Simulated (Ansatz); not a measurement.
# Li on Ag(100): change of the work function, part 3 of 3

How does Li on the hollow site change the work function of Ag(100) as the layer fills?

Ansatz 0.2.0; plane-wave DFT, PBE, Ansatz PAW.

So far, work function, upper face (eV): step 2 (the clean slab) 4.24; step 3 (17 atoms, coverage 0.25 ML, cell 2x2) 2.69.

## Step 4: Adsorbate added, k-mesh 12×12×1, coverage 1 ML

System of this step: Li/Ag(100). The cell holds 5 atoms: 4 Ag and 1 Li. Its edges and angles: a = 2.892 Å, b = 2.892 Å, c = 26.158 Å, α = 90.0°, β = 90.0°, γ = 90.0°. Vacuum lies along c.

Another coverage, to see how the dipoles act on each other as their distance changes.

The input, input.yaml:

```yaml
crystal:
  lattice:
    - [2.8920667351, 0.0, 0.0]
    - [0.0, 2.8920667351, 0.0]
    - [0.0, 0.0, 26.1579060996]
  atoms:
    - { symbol: Ag, position: [0.5, 0.5, 0.3440642369] }
    - { symbol: Ag, position: [0.0, 0.0, 0.4222432773] }
    - { symbol: Ag, position: [0.5, 0.5, 0.5028305137] }
    - { symbol: Ag, position: [0.0, 0.0, 0.5821545192] }
    - { symbol: Li, position: [0.5, 0.5, 0.6559357631] }
kpoints:
  mp_grid: { grid: [12, 12, 1] }
hamiltonian:
  xc: pbe
scf:
  occupations: { method: fermi_dirac, width: 0.1 }
  convergence: { dr2_threshold: 1.0e-08 }
efield:
  axis: 3
  dipole_correction: true
  ramp_position: 0.97
  ramp_width: 0.06
relax:
  f_tol: 0.02
  max_steps: 60
  constraints: [{ sites: [0, 1] }]
output:
  write_potential: true
  write_density: true
  volumetric_format: npy
```

Started as:

```console
ansatz run input.yaml --threads 4 --pin off --max-ram 6144MiB --backend cpu --events-out ev --progress --plain --runs-dir out
```

Numbers of over 12 decimals in the logs are rounded to 6 here.

Log:

```text
[...]
Crystal: 5 atoms, lattice volume = 218.786 Å³
Basis set: ecut = 420 eV, 4243 PW (Γ), exchange–correlation on 40×40×360 points (8 copies of the dense FFT grid, shifted against one another)
Bands: 48, of which v1, the nominal top of the filled ones, is band 40 counted from 1 (39 counted from 0)
Symmetry: 8 space group operations
[...]
k-points: 28 of 144
[...]
SCF iter   1: F=—  HF=-30566.466070 eV  |F-HF|=—  |Δ(HF+E_count)|=         —  Δρ=1.45e-3  dr2=6.82e-2  ethr=1.77e-3  p=0.049 e·Å  D=4.06e-2 V/Å  ΔV_dip=-1.06 eV  dr2_dipole=2.03e-5  V_vac-E_F(+/−)=3.08/4.14 eV  ⟨swp⟩=9.2  Hψ=5876  notcnv=0  defer=13
[...]
SCF iter   9: F=-30566.464691 eV  HF=-30566.464691 eV  |F-HF|=2.04e-9  |Δ(HF+E_count)|=   7.88e-9  Δρ=1.02e-6  dr2=3.88e-9  ethr=1.27e-11  p=0.052 e·Å  D=4.31e-2 V/Å  ΔV_dip=-1.13 eV  dr2_dipole=1.38e-11  V_vac-E_F(+/−)=3.12/4.25 eV  ⟨swp⟩=8.2  Hψ=7742  notcnv=0
SCF 1 converged in 9 iterations: F = -30566.464691 eV  dr2 = 3.88e-9
[...]
relax step   1: F+E_penalty+E_count = -30566.46469135 eV  Δ(F+E_penalty+E_count) = +0.000e0 eV  max|allowed force component| = 3.555e-1 eV/Å  Δτ_max = 0.0000 Å  (9 SCF iters, accepted)
[...]
SCF iter  10: F=-30566.481047 eV  HF=-30566.481047 eV  |F-HF|=1.26e-9  |Δ(HF+E_count)|=   1.20e-9  Δρ=1.01e-6  dr2=4.37e-9  ethr=3.10e-12  p=0.058 e·Å  D=4.80e-2 V/Å  ΔV_dip=-1.25 eV  dr2_dipole=5.34e-10  V_vac-E_F(+/−)=2.98/4.24 eV  ⟨swp⟩=8.2  Hψ=7759  notcnv=0
SCF 2 converged in 10 iterations: F = -30566.481047 eV  dr2 = 4.37e-9
relax step   2: F+E_penalty+E_count = -30566.48104654 eV  Δ(F+E_penalty+E_count) = -1.636e-2 eV  max|allowed force component| = 1.785e-1 eV/Å  Δτ_max = 0.1097 Å  (10 SCF iters, accepted)
SCF iter   1: F=—  HF=-30566.486377 eV  |F-HF|=—  |Δ(HF+E_count)|=         —  Δρ=1.03e-3  dr2=7.35e-3  ethr=6.47e-5  p=0.058 e·Å  D=4.80e-2 V/Å  ΔV_dip=-1.25 eV  dr2_dipole=2.27e-3  V_vac-E_F(+/−)=2.97/4.23 eV  ⟨swp⟩=3.0  Hψ=2828  notcnv=0  defer=50
[...]
SCF iter   8: F=-30566.485387 eV  HF=-30566.485387 eV  |F-HF|=8.31e-9  |Δ(HF+E_count)|=   1.88e-8  Δρ=1.31e-6  dr2=8.11e-9  ethr=1.27e-11  p=0.057 e·Å  D=4.68e-2 V/Å  ΔV_dip=-1.23 eV  dr2_dipole=9.25e-11  V_vac-E_F(+/−)=3.02/4.24 eV  ⟨swp⟩=7.5  Hψ=9213  notcnv=0
SCF 3 converged in 8 iterations: F = -30566.485387 eV  dr2 = 8.11e-9
relax step   3: F+E_penalty+E_count = -30566.48538702 eV  Δ(F+E_penalty+E_count) = -4.340e-3 eV  max|allowed force component| = 7.167e-3 eV/Å  Δτ_max = 0.0470 Å  (8 SCF iters, accepted)
[...]
WARN: The input density's exchange-correlation potential varies sharply where the density is thin. Do not read a vacuum level from v_tot or v_xc, or from such a field of the output density. On a cell that repeats whose density bears no net charge and no dipole along the vacuum's axis use v_es (v_loc + v_h of the components); under efield.dipole_correction with no amplitude use v_es + v_field, which holds any external [...]
SCF converged after 8 iterations
Free energy (F): -30566.485387 eV
[...]
Internal energy: -30566.433878 eV  (E = F + TS)
E sigma→0 (E₀):  -30566.459632 eV
Entropy (-TS):   -0.051509 eV (-10.302 meV/atom)
Fermi energy:    3.367024 eV
Dipole field:    D = 0.046821 V/Å  (p = 0.056611 e·Å, saw-weighted, corrected)
Work function:   Φ+ = 3.0162 eV   Φ− = 4.2409 eV
[...]
--- Forces (eV/Å), atoms counted from 1 ---
  atom   1  Ag    -0.00000000    -0.00000000    -0.07422478
  atom   2  Ag     0.00000000     0.00000000     0.07535533
  atom   3  Ag    -0.00000000    -0.00000000    -0.00658597
  atom   4  Ag    -0.00000000    -0.00000000    -0.00172693
  atom   5  Li     0.00000000     0.00000000     0.00716743
  max |Σ_I F_I| component: 1.49e-5 eV/Å
--- Band table (eV; the first three rows and the last of 28) ---
  k-point 0: bands = [... 36 lower, 0.1978, 0.4094, 0.4385, 0.4385, 1.9051, 3.5195, 4.6042, 6.3138, ... 4 higher]
  k-point 1: bands = [... 36 lower, 0.1438, 0.3595, 0.4648, 0.5203, 2.1223, 3.6861, 4.8562, 6.4412, ... 4 higher]
  k-point 2: bands = [... 36 lower, 0.0712, 0.2962, 0.4713, 0.9083, 2.6190, 4.1421, 5.5182, 6.8251, ... 4 higher]
  k-point 27: bands = [... 36 lower, 0.8846, 5.3888, 5.3888, 6.7626, 6.7626, 8.6506, 8.7729, 8.7729, ... 4 higher]
--- Relaxed structure (3 steps of the walk, 3 accepted, 0 SCFs on fresh bases) ---
  F+E_penalty+E_count = -30566.48538702 eV   max|allowed force component| = 7.167e-3 eV/Å
  atoms:
    - { symbol: Ag, position: [0.500000, 0.500000, 0.3440642369] }
    - { symbol: Ag, position: [0.0, 0.0, 0.4222432773] }
    - { symbol: Ag, position: [0.500000, 0.500000, 0.502991] }
    - { symbol: Ag, position: [4.216502599966355e-18, 0, 0.584554] }
    - { symbol: Li, position: [0.500000, 0.500000, 0.652522] }
```

Run time: 13 s. Hardware: 4 threads of Intel Xeon Platinum 8488C (Sapphire Rapids), shared host; peak memory 0.69 GiB; 49 s of CPU time.

The steps of the relaxation:

```
step  energy less that of the first step (eV)  largest force component (eV/Å)
   1                                   0.0000                          0.3555
   2                                  -0.0164                          0.1785
   3                                  -0.0207                          0.0072
```

Forces are held to the 8 operations that the run works with; a distortion that breaks them can't arise in this run.

The atoms that moved most (Å):

```
atom     dx     dy      dz  length
 Li5  0.000  0.000  -0.089   0.089
 Ag4  0.000  0.000   0.063   0.063
```

The relaxed structure:

```cif
data_structure
_symmetry_space_group_name_H-M 'P 1'
_symmetry_Int_Tables_number 1
_cell_length_a 2.8921
_cell_length_b 2.8921
_cell_length_c 26.1579
_cell_angle_alpha 90.000
_cell_angle_beta 90.000
_cell_angle_gamma 90.000
_cell_volume 218.79
loop_
_atom_site_label
_atom_site_type_symbol
_atom_site_fract_x
_atom_site_fract_y
_atom_site_fract_z
_atom_site_occupancy
Ag1 Ag 0.50000 0.50000 0.34406 1
Ag2 Ag 0.00000 0.00000 0.42224 1
Ag3 Ag 0.50000 0.50000 0.50299 1
Ag4 Ag 0.00000 0.00000 0.58455 1
Li5 Li 0.50000 0.50000 0.65252 1
```

This step gave:

* energy at zero smearing: -30566.4596 eV
* work function, upper face: 3.016 eV
* work function, lower face: 4.241 eV
* dipole along the normal: 0.05661 e·Å
* step between the vacuum levels: -1.225 eV

Running mean over 2.045 Å of the planar mean; the ramp of the sawtooth is left out. Table of electron's electrostatic potential energy less the Fermi level by z:

```csv
z (Å),electron's electrostatic potential energy less the Fermi level (eV)
4,4.24
5,4.24
6,4.19
7,3.64
8,-1.22
9,-5.63
10,-5.94
11,-5.95
12,-5.53
13,-5.81
14,-5.47
15,-5.86
16,-5.33
17,-2.00
18,0.0135
19,2.40
20,2.91
21,3.00
22,3.01
23,3.02
```

The relaxation took 3 steps and lowered the energy by 0.021 eV; the largest force on the free atoms ends at 0.0072 eV/Å.

The covered face has 3.02 eV, -1.23 eV against the clean one; the bare back face has moved by +0.01 eV, a measure of how thin the slab is.

## Step 5: Work function against coverage

This step: plane-wave DFT, PBE, Ansatz PAW; work function against coverage (Ansatz 0.2.0).

The runs are now put side by side.

This step gave:

```yaml
work_function_of_the_clean_face: 4.243 eV
largest_change_of_the_work_function: -1.554 eV
```

Work function of the covered face against coverage:

| coverage (adsorbates/nm²) | work function of the covered face (eV) |
| --- | --- |
| 0.00 | 4.24 |
| 2.99 | 2.69 |
| 11.96 | 3.02 |

The dipole per adsorbate comes from the change of the cell's dipole. Coverage, by row:

```csv
coverage (1/nm²),coverage (ML),work function (eV),change (eV),"dipole per adsorbate, positive end outwards (debye)",mean height of the added atoms over the highest substrate atom (Å)
2.989,0.25,2.689,-1.554,1.405,1.772
11.96,1,3.016,-1.227,0.274,1.778
```

## Step 6: Outcome

| Item | Value |
| --- | --- |
| work function of the clean face | 4.24 eV |
| work function at 0.25 ML | 2.69 eV |
| work function at 1 ML | 3.02 eV |
| dipole per adsorbate at 0.25 ML, positive end outwards | 1.41 D |

What this shows: Li lowers the work function of Ag(100) at the lowest coverage, by 1.55 eV: the adsorbate layer has its positive end outwards. The slab has 4 layers, at the tabulated experimental lattice constant, one starting site was run, and quantum-size effects of a slab this thin can reach one or two tenths of an eV.

[Logs are printed without paths, hosts, clocks, repeated set-up lines and the standing remarks that a program may print on its own settings, such as how far it seeks lower states.]

[Hosts, paths, dates, database ids (printed as entryN), source tags and the programs' standing remarks are cut or masked in the printed files.]

[Maps of the electrostatic potential energy from Ansatz leave out the sawtooth potential of an applied field or a dipole correction, so their vacuum need not be flat; planar profiles and work functions include it.]
